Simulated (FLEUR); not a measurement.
# MnHg: cost and accuracy of the smearing, part 2 of 4

Wanted: the cheapest choice of the smearing that holds the magnetic results of MnHg.

FLEUR MaX-R8.1; PBEsol; all-electron FLAPW, Dirac cores, scalar-relativistic bands.

So far, largest spin moment in the muffin-tin sphere (μB): step 2 (rung 1 (width 0.5 eV), start ferro +) 3.38; step 3 (rung 1 (width 0.5 eV), start antiferro q=(0,1/2,1/2) +-) 3.38.

**4. Rung 2 (width 0.25 eV), start ferro +**

The k list default-1 (kpts.xml, not shown) is a Γ-centred 8×8×8 mesh.

inp.xml reads:

```
<?xml version="1.0" encoding="UTF-8" standalone="no"?>
<fleurInput fleurInputVersion="0.39">
   <comment>
      MnHg
   </comment>
   <calculationSetup>
      <cutoffs Kmax="3.6" Gmax="10.8" GmaxXC="10.8" numbands="0"/>
      <scfLoop itmax="90" minDistance="0.00002" maxIterBroyd="15" imix="Anderson" alpha="0.05" precondParam="0.0" spinf="2.0" sdNocoIR="T"/>
      <coreElectrons ctail="T" frcor="F" kcrel="0" coretail_lmax="0"/>
      <xcFunctional name="PBEs" relativisticCorrections="F"/>
      <magnetism jspins="2"/>
      <soc l_soc="F" theta="0.0" phi="0.0" spav="F"/>
      <expertModes spex="0" secvar="F"/>
      <geometryOptimization l_f="F" forcealpha="1.0" forcemix="BFGS" epsdisp="0.00001" epsforce="0.00001"/>
      <ldaU l_linMix="F" mixParam="0.05" spinf="1.0"/>
   </calculationSetup>
   <cell>
      <bzIntegration valenceElectrons="33.0" mode="hist" fermiSmearingEnergy="0.00918733">
         <kPointListSelection listName="default-1"/>
         <xi:include xmlns:xi="http://www.w3.org/2001/XInclude" href="kpts.xml"> </xi:include>
      </bzIntegration>
      <xi:include xmlns:xi="http://www.w3.org/2001/XInclude" href="sym.xml"> </xi:include>
      <bulkLattice scale="1.0">
         <bravaisMatrix>
            <row-1>    6.2644421030489994     0.0000000000000000     0.0000000000000000</row-1>
            <row-2>    0.0000000000000000     6.2644421030489994     0.0000000000000000</row-2>
            <row-3>    0.0000000000000000     0.0000000000000000     6.2644421030489994</row-3>
         </bravaisMatrix>
      </bulkLattice>
   </cell>
   <atomSpecies>
      <species name="Manganese 3.501" element="Mn" atomicNumber="25">
         <mtSphere radius="2.64" gridPoints="873" logIncrement="0.014"/>
         <atomicCutoffs lmax="10" lnonsphr="8"/>
         <electronConfig flipSpins="F">
            <coreConfig>(1s1/2) (2s1/2) (2p1/2) (2p3/2)</coreConfig>
            <valenceConfig>(3s1/2) (3p1/2) (3p3/2) (4s1/2) (3d3/2) (3d5/2)</valenceConfig>
            <stateOccupation state="(3d3/2)" spinUp="1.2505" spinDown="0.7495"/>
            <stateOccupation state="(3d5/2)" spinUp="3.0" spinDown="0.0"/>
         </electronConfig>
         <energyParameters s="4" p="4" d="3" f="4"/>
         <lo type="SCLO" l="0" n="3" eDeriv="0"/>
         <lo type="SCLO" l="1" n="3" eDeriv="0"/>
      </species>
      <species name="Mercury (Hg)" element="Hg" atomicNumber="80">
         <mtSphere radius="2.64" gridPoints="873" logIncrement="0.015"/>
         <atomicCutoffs lmax="10" lnonsphr="8"/>
         <electronConfig flipSpins="F">
            <coreConfig>(1s1/2) (2s1/2) (2p1/2) (2p3/2) (3s1/2) (3p1/2) (3p3/2) (4s1/2) (3d3/2) (3d5/2) (4p1/2) (4p3/2) (5s1/2) (4d3/2) (4d5/2) (4f5/2) (4f7/2)</coreConfig>
            <valenceConfig>(5p1/2) (5p3/2) (6s1/2) (5d3/2) (5d5/2)</valenceConfig>
         </electronConfig>
         <energyParameters s="6" p="6" d="5" f="5"/>
         <lo type="SCLO" l="1" n="5" eDeriv="0"/>
      </species>
   </atomSpecies>
   <atomGroups>
      <atomGroup species="Manganese 3.501">
         <relPos label="                   1">1.000/2.000 1.000/2.000 1.000/2.000</relPos>
         <force calculate="T" relaxXYZ="TTT"/>
      </atomGroup>
      <atomGroup species="Mercury (Hg)">
         <relPos label="                   2">.0000000000 .0000000000 .0000000000</relPos>
         <force calculate="T" relaxXYZ="TTT"/>
      </atomGroup>
   </atomGroups>
   <output dos="F" band="F" slice="F">
      <bandDOS minEnergy="-.5*Htr" maxEnergy="0.5*Htr" sigma="0.015" storeEVData="T"/>
      <plotting iplot="0" polar="F">
         <plot TwoD="T" vec1="  1.0  0.0  0.0" vec2="  0.0  1.0  0.0" vec3="  0.0  0.0  1.0" zero="  0.0  0.0  0.0" file="plot"/>
      </plotting>
      <moessbauerParams electricFieldGradient="F" isomerShift="F" coreHyperfine="F" valenceHyperfine="F"/>
   </output>
</fleurInput>
```

crystal.txt reads:

```
MnHg
&input film=F cartesian=F /
3.31500000000  0.00000000000  0.00000000000
0.00000000000  3.31500000000  0.00000000000
0.00000000000  0.00000000000  3.31500000000
1.8897261246
1.0 1.0 1.0

2
25 0.50000000000  0.50000000000  0.50000000000 : 3.501
80 0.00000000000  0.00000000000  0.00000000000

&kpt div1=8 div2=8 div3=8 gamma=T /
```

Launch:

```sh
$ OMP_NUM_THREADS=1 inpgen -f crystal.txt > inpgen.log  # inp.xml is then edited as shown
$ OMP_NUM_THREADS=1 mpirun -n 4 fleur_MPI > fleur.log
```

The program printed:

```text
[banner, memory and clock lines left out]
Welcome to FLEUR        (www.flapw.de)
      MaX-Release 8.1          (www.max-centre.eu)

 ========== k-point set info ==========
 Selected k-point list: default-1
 k-point list type: mesh
 0 x 0 x 0
 Number of k points: 36

 [... set-up left out ...]
 Iteration:     1   Distance:      18.16792214 me/bohr^3
 Iteration:     2   Distance:      13.75893422 me/bohr^3
 Iteration:     3   Distance:       8.26501257 me/bohr^3
 Iteration:     4   Distance:       5.64703525 me/bohr^3
 Iteration:     5   Distance:       4.17170645 me/bohr^3
[...]
<sumOfEigenvalues value="   -12781.5351081725">
               <coreElectrons value="-12757.6624553778"/>
               <valenceElectrons value="-23.8726527947"/>
            </sumOfEigenvalues>
         [... left out ...]
            <freeEnergy value="-20813.9637760298"/>
            <extrapolationTo0K value="-20813.9579823609"/>
         </totalEnergy>
         <densityConvergence units="me/bohr^3">
            <chargeDensity spin="1" distance="0.0000050090"/>
            <chargeDensity spin="2" distance="0.0000082092"/>
            <overallChargeDensity distance="0.0000044268"/>
            <spinDensity distance="0.0000128595"/>
         </densityConvergence>
      </iteration>
```

The job ended after 29 s (4 MPI ranks of Arm Neoverse N1, shared host; peak memory 0.23 GiB; 1.9 min of CPU time).

Numbers from this step:

- free energy: -566376.8076 eV
- program's band gap on this mesh (in a metal only a level spacing): 0.01272 eV
- magnetization: 3.815 μB
- final state: ferromagnetic
- largest moment: 3.817 μB

The largest moment moves by +0.43 μB from rung 1, at 0.73 times its CPU time.

**5. Rung 2 (width 0.25 eV), start antiferro q=(0,1/2,1/2) +-**

The k list default-1 (kpts.xml, not shown) is a Γ-centred 8×4×8 mesh.

inp.xml: that of step 4 with these lines changed.

```diff
@@ -17,3 +17,3 @@
    <cell>
-      <bzIntegration valenceElectrons="33.0" mode="hist" fermiSmearingEnergy="0.00918733">
+      <bzIntegration valenceElectrons="66.0" mode="hist" fermiSmearingEnergy="0.00918733">
          <kPointListSelection listName="default-1"/>
@@ -25,4 +25,4 @@
             <row-1>    6.2644421030489994     0.0000000000000000     0.0000000000000000</row-1>
-            <row-2>    0.0000000000000000     6.2644421030489994     0.0000000000000000</row-2>
-            <row-3>    0.0000000000000000     0.0000000000000000     6.2644421030489994</row-3>
+            <row-2>    0.0000000000000000    12.5288842060979988     0.0000000000000000</row-2>
+            <row-3>    0.0000000000000000     6.2644421030489994     6.2644421030489994</row-3>
          </bravaisMatrix>
@@ -39,2 +39,15 @@
             <stateOccupation state="(3d5/2)" spinUp="3.0" spinDown="0.0"/>
+         </electronConfig>
+         <energyParameters s="4" p="4" d="3" f="4"/>
+         <lo type="SCLO" l="0" n="3" eDeriv="0"/>
+         <lo type="SCLO" l="1" n="3" eDeriv="0"/>
+      </species>
+      <species name="Manganese -3.501" element="Mn" atomicNumber="25">
+         <mtSphere radius="2.64" gridPoints="873" logIncrement="0.014"/>
+         <atomicCutoffs lmax="10" lnonsphr="8"/>
+         <electronConfig flipSpins="F">
+            <coreConfig>(1s1/2) (2s1/2) (2p1/2) (2p3/2)</coreConfig>
+            <valenceConfig>(3s1/2) (3p1/2) (3p3/2) (4s1/2) (3d3/2) (3d5/2)</valenceConfig>
+            <stateOccupation state="(3d3/2)" spinUp="0.7495" spinDown="1.2505"/>
+            <stateOccupation state="(3d5/2)" spinUp="0.0" spinDown="3.0"/>
          </electronConfig>
@@ -57,3 +70,7 @@
       <atomGroup species="Manganese 3.501">
-         <relPos label="                   1">1.000/2.000 1.000/2.000 1.000/2.000</relPos>
+         <relPos label="                   1">1.000/2.000 .0000000000 1.000/2.000</relPos>
+         <force calculate="T" relaxXYZ="TTT"/>
+      </atomGroup>
+      <atomGroup species="Manganese -3.501">
+         <relPos label="                   2">1.000/2.000 1.000/2.000 1.000/2.000</relPos>
          <force calculate="T" relaxXYZ="TTT"/>
@@ -61,3 +78,4 @@
       <atomGroup species="Mercury (Hg)">
-         <relPos label="                   2">.0000000000 .0000000000 .0000000000</relPos>
+         <relPos label="                   3">.0000000000 .0000000000 .0000000000</relPos>
+         <relPos label="                   4">.0000000000 1.000/2.000 .0000000000</relPos>
          <force calculate="T" relaxXYZ="TTT"/>
```

crystal.txt reads:

```
MnHg
&input film=F cartesian=F /
3.31500000000  0.00000000000  0.00000000000
0.00000000000  6.63000000000  0.00000000000
0.00000000000  3.31500000000  3.31500000000
1.8897261246
1.0 1.0 1.0

4
25 0.50000000000  0.00000000000  0.50000000000 : 3.501
25 0.50000000000  0.50000000000  0.50000000000 : -3.501
80 0.00000000000  0.00000000000  0.00000000000
80 0.00000000000  0.50000000000  0.00000000000

&kpt div1=8 div2=4 div3=8 gamma=T /
```

The program printed:

```text
[banner, memory and clock lines left out]
Welcome to FLEUR        (www.flapw.de)
      MaX-Release 8.1          (www.max-centre.eu)

 ========== k-point set info ==========
 Selected k-point list: default-1
 k-point list type: mesh
 0 x 0 x 0
 Number of k points: 68

 [... set-up left out ...]
 Iteration:     1   Distance:      18.09081187 me/bohr^3
 Iteration:     2   Distance:      13.67261914 me/bohr^3
 Iteration:     3   Distance:       8.24928322 me/bohr^3
 Iteration:     4   Distance:       5.67213887 me/bohr^3
 Iteration:     5   Distance:       4.15947066 me/bohr^3
[...]
<sumOfEigenvalues value="   -25562.9565993945">
               <coreElectrons value="-25515.2334476229"/>
               <valenceElectrons value="-47.7231517716"/>
            </sumOfEigenvalues>
         [... left out ...]
            <freeEnergy value="-41627.9238085852"/>
            <extrapolationTo0K value="-41627.9111697917"/>
         </totalEnergy>
         <densityConvergence units="me/bohr^3">
            <chargeDensity spin="1" distance="0.0000072330"/>
            <chargeDensity spin="2" distance="0.0000071496"/>
            <overallChargeDensity distance="0.0000095688"/>
            <spinDensity distance="0.0000107379"/>
         </densityConvergence>
      </iteration>
```

Elapsed: 3 min, on 4 MPI ranks; peak memory 0.4 GiB; 12 min of CPU time.

Numbers from this step:

| Property | Result |
| --- | --- |
| free energy | -1132753.5134 eV |
| program's band gap on this mesh (in a metal only a level spacing) | 6.30e-9 eV |
| magnetization | 0 μB |
| final state | antiferromagnetic |
| largest moment | 3.835 μB |

This start lies +50.9 meV a seeded atom from the first, a change of +30.9 meV since rung 1; its largest moment is 3.83 μB.

**6. Rung 3 (width 0.12 eV), start ferro +**

The k list default-1 (kpts.xml, not shown) is a Γ-centred 8×8×8 mesh.

inp.xml: that of step 5 with these lines changed.

```diff
@@ -17,3 +17,3 @@
    <cell>
-      <bzIntegration valenceElectrons="66.0" mode="hist" fermiSmearingEnergy="0.00918733">
+      <bzIntegration valenceElectrons="33.0" mode="hist" fermiSmearingEnergy="0.00440992">
          <kPointListSelection listName="default-1"/>
@@ -25,4 +25,4 @@
             <row-1>    6.2644421030489994     0.0000000000000000     0.0000000000000000</row-1>
-            <row-2>    0.0000000000000000    12.5288842060979988     0.0000000000000000</row-2>
-            <row-3>    0.0000000000000000     6.2644421030489994     6.2644421030489994</row-3>
+            <row-2>    0.0000000000000000     6.2644421030489994     0.0000000000000000</row-2>
+            <row-3>    0.0000000000000000     0.0000000000000000     6.2644421030489994</row-3>
          </bravaisMatrix>
@@ -39,15 +39,2 @@
             <stateOccupation state="(3d5/2)" spinUp="3.0" spinDown="0.0"/>
-         </electronConfig>
-         <energyParameters s="4" p="4" d="3" f="4"/>
-         <lo type="SCLO" l="0" n="3" eDeriv="0"/>
-         <lo type="SCLO" l="1" n="3" eDeriv="0"/>
-      </species>
-      <species name="Manganese -3.501" element="Mn" atomicNumber="25">
-         <mtSphere radius="2.64" gridPoints="873" logIncrement="0.014"/>
-         <atomicCutoffs lmax="10" lnonsphr="8"/>
-         <electronConfig flipSpins="F">
-            <coreConfig>(1s1/2) (2s1/2) (2p1/2) (2p3/2)</coreConfig>
-            <valenceConfig>(3s1/2) (3p1/2) (3p3/2) (4s1/2) (3d3/2) (3d5/2)</valenceConfig>
-            <stateOccupation state="(3d3/2)" spinUp="0.7495" spinDown="1.2505"/>
-            <stateOccupation state="(3d5/2)" spinUp="0.0" spinDown="3.0"/>
          </electronConfig>
@@ -70,7 +57,3 @@
       <atomGroup species="Manganese 3.501">
-         <relPos label="                   1">1.000/2.000 .0000000000 1.000/2.000</relPos>
-         <force calculate="T" relaxXYZ="TTT"/>
-      </atomGroup>
-      <atomGroup species="Manganese -3.501">
-         <relPos label="                   2">1.000/2.000 1.000/2.000 1.000/2.000</relPos>
+         <relPos label="                   1">1.000/2.000 1.000/2.000 1.000/2.000</relPos>
          <force calculate="T" relaxXYZ="TTT"/>
@@ -78,4 +61,3 @@
       <atomGroup species="Mercury (Hg)">
-         <relPos label="                   3">.0000000000 .0000000000 .0000000000</relPos>
-         <relPos label="                   4">.0000000000 1.000/2.000 .0000000000</relPos>
+         <relPos label="                   2">.0000000000 .0000000000 .0000000000</relPos>
          <force calculate="T" relaxXYZ="TTT"/>
```

crystal.txt reads:

```
MnHg
&input film=F cartesian=F /
3.31500000000  0.00000000000  0.00000000000
0.00000000000  3.31500000000  0.00000000000
0.00000000000  0.00000000000  3.31500000000
1.8897261246
1.0 1.0 1.0

2
25 0.50000000000  0.50000000000  0.50000000000 : 3.501
80 0.00000000000  0.00000000000  0.00000000000

&kpt div1=8 div2=8 div3=8 gamma=T /
```

The program printed:

```text
[banner, memory and clock lines left out]
Welcome to FLEUR        (www.flapw.de)
      MaX-Release 8.1          (www.max-centre.eu)

 ========== k-point set info ==========
 Selected k-point list: default-1
 k-point list type: mesh
 0 x 0 x 0
 Number of k points: 36

 [... set-up left out ...]
 Iteration:     1   Distance:      17.74349701 me/bohr^3
 Iteration:     2   Distance:      13.57723223 me/bohr^3
 Iteration:     3   Distance:       8.21992642 me/bohr^3
 Iteration:     4   Distance:       5.63422610 me/bohr^3
 Iteration:     5   Distance:       4.40787473 me/bohr^3
[...]
<sumOfEigenvalues value="   -12781.5162287707">
               <coreElectrons value="-12757.6201291137"/>
               <valenceElectrons value="-23.8960996570"/>
            </sumOfEigenvalues>
         [... left out ...]
            <freeEnergy value="-20813.9593479630"/>
            <extrapolationTo0K value="-20813.9579606268"/>
         </totalEnergy>
         <densityConvergence units="me/bohr^3">
            <chargeDensity spin="1" distance="0.0000043119"/>
            <chargeDensity spin="2" distance="0.0000054352"/>
            <overallChargeDensity distance="0.0000026530"/>
            <spinDensity distance="0.0000094461"/>
         </densityConvergence>
      </iteration>
```

Elapsed: 28 s, on 4 MPI ranks; peak memory 0.23 GiB.

This step gave:

```yaml
free_energy: -566376.6871 eV
program_s_band_gap_on_this_mesh_in_a_metal_only_a_level_spacing: 0.02264 eV
magnetization: 3.890 μB
final_state: ferromagnetic
largest_moment: 3.901 μB
```

The largest moment moves by +0.08 μB from rung 2, at 0.99 times its CPU time.

**7. Rung 3 (width 0.12 eV), start antiferro q=(0,1/2,1/2) +-**

The k list default-1 (kpts.xml, not shown) is a Γ-centred 8×4×8 mesh.

inp.xml: that of step 6 with these lines changed.

```diff
@@ -17,3 +17,3 @@
    <cell>
-      <bzIntegration valenceElectrons="33.0" mode="hist" fermiSmearingEnergy="0.00440992">
+      <bzIntegration valenceElectrons="66.0" mode="hist" fermiSmearingEnergy="0.00440992">
          <kPointListSelection listName="default-1"/>
@@ -25,4 +25,4 @@
             <row-1>    6.2644421030489994     0.0000000000000000     0.0000000000000000</row-1>
-            <row-2>    0.0000000000000000     6.2644421030489994     0.0000000000000000</row-2>
-            <row-3>    0.0000000000000000     0.0000000000000000     6.2644421030489994</row-3>
+            <row-2>    0.0000000000000000    12.5288842060979988     0.0000000000000000</row-2>
+            <row-3>    0.0000000000000000     6.2644421030489994     6.2644421030489994</row-3>
          </bravaisMatrix>
@@ -39,2 +39,15 @@
             <stateOccupation state="(3d5/2)" spinUp="3.0" spinDown="0.0"/>
+         </electronConfig>
+         <energyParameters s="4" p="4" d="3" f="4"/>
+         <lo type="SCLO" l="0" n="3" eDeriv="0"/>
+         <lo type="SCLO" l="1" n="3" eDeriv="0"/>
+      </species>
+      <species name="Manganese -3.501" element="Mn" atomicNumber="25">
+         <mtSphere radius="2.64" gridPoints="873" logIncrement="0.014"/>
+         <atomicCutoffs lmax="10" lnonsphr="8"/>
+         <electronConfig flipSpins="F">
+            <coreConfig>(1s1/2) (2s1/2) (2p1/2) (2p3/2)</coreConfig>
+            <valenceConfig>(3s1/2) (3p1/2) (3p3/2) (4s1/2) (3d3/2) (3d5/2)</valenceConfig>
+            <stateOccupation state="(3d3/2)" spinUp="0.7495" spinDown="1.2505"/>
+            <stateOccupation state="(3d5/2)" spinUp="0.0" spinDown="3.0"/>
          </electronConfig>
@@ -57,3 +70,7 @@
       <atomGroup species="Manganese 3.501">
-         <relPos label="                   1">1.000/2.000 1.000/2.000 1.000/2.000</relPos>
+         <relPos label="                   1">1.000/2.000 .0000000000 1.000/2.000</relPos>
+         <force calculate="T" relaxXYZ="TTT"/>
+      </atomGroup>
+      <atomGroup species="Manganese -3.501">
+         <relPos label="                   2">1.000/2.000 1.000/2.000 1.000/2.000</relPos>
          <force calculate="T" relaxXYZ="TTT"/>
@@ -61,3 +78,4 @@
       <atomGroup species="Mercury (Hg)">
-         <relPos label="                   2">.0000000000 .0000000000 .0000000000</relPos>
+         <relPos label="                   3">.0000000000 .0000000000 .0000000000</relPos>
+         <relPos label="                   4">.0000000000 1.000/2.000 .0000000000</relPos>
          <force calculate="T" relaxXYZ="TTT"/>
```

crystal.txt reads:

```
MnHg
&input film=F cartesian=F /
3.31500000000  0.00000000000  0.00000000000
0.00000000000  6.63000000000  0.00000000000
0.00000000000  3.31500000000  3.31500000000
1.8897261246
1.0 1.0 1.0

4
25 0.50000000000  0.00000000000  0.50000000000 : 3.501
25 0.50000000000  0.50000000000  0.50000000000 : -3.501
80 0.00000000000  0.00000000000  0.00000000000
80 0.00000000000  0.50000000000  0.00000000000

&kpt div1=8 div2=4 div3=8 gamma=T /
```

The program printed:

```text
[banner, memory and clock lines left out]
Welcome to FLEUR        (www.flapw.de)
      MaX-Release 8.1          (www.max-centre.eu)

 ========== k-point set info ==========
 Selected k-point list: default-1
 k-point list type: mesh
 0 x 0 x 0
 Number of k points: 68

 [... set-up left out ...]
 Iteration:     1   Distance:      17.54073310 me/bohr^3
 Iteration:     2   Distance:      13.46858905 me/bohr^3
 Iteration:     3   Distance:       8.18764628 me/bohr^3
 Iteration:     4   Distance:       5.65281079 me/bohr^3
 Iteration:     5   Distance:       4.30439563 me/bohr^3
[...]
<sumOfEigenvalues value="   -25562.9448829946">
               <coreElectrons value="-25515.1793608378"/>
               <valenceElectrons value="-47.7655221568"/>
            </sumOfEigenvalues>
         [... left out ...]
            <freeEnergy value="-41627.9141104918"/>
            <extrapolationTo0K value="-41627.9110908836"/>
         </totalEnergy>
         <densityConvergence units="me/bohr^3">
            <chargeDensity spin="1" distance="0.0000134159"/>
            <chargeDensity spin="2" distance="0.0000129911"/>
            <overallChargeDensity distance="0.0000195311"/>
            <spinDensity distance="0.0000177776"/>
         </densityConvergence>
      </iteration>
```

Wall time 2.8 min (4 MPI ranks); peak memory 0.4 GiB; 11 min of CPU time.

This step gave:

```yaml
free_energy: -1132753.2495 eV
program_s_band_gap_on_this_mesh_in_a_metal_only_a_level_spacing: 4.66e-8 eV
magnetization: 0 μB
final_state: antiferromagnetic
largest_moment: 3.911 μB
```

This start lies +62.4 meV a seeded atom from the first, a change of +11.5 meV since rung 2; its largest moment is 3.91 μB.

(Part 2 of 4 ends here.)

[Logs and program files are shortened in this print: banners, set-up blocks, solver, clock and traceback lines can be left out without a mark of their own.]

[Logs are printed without paths, hosts, clocks, repeated set-up lines and the standing remarks that a program may print on its own settings, such as how far it seeks lower states.]

[Hosts, paths, dates, database ids (printed as entryN), source tags and the programs' standing remarks are cut or masked in the printed files.]

[Where a cell is said to come from a database of computed structures, the database is the Materials Project.]
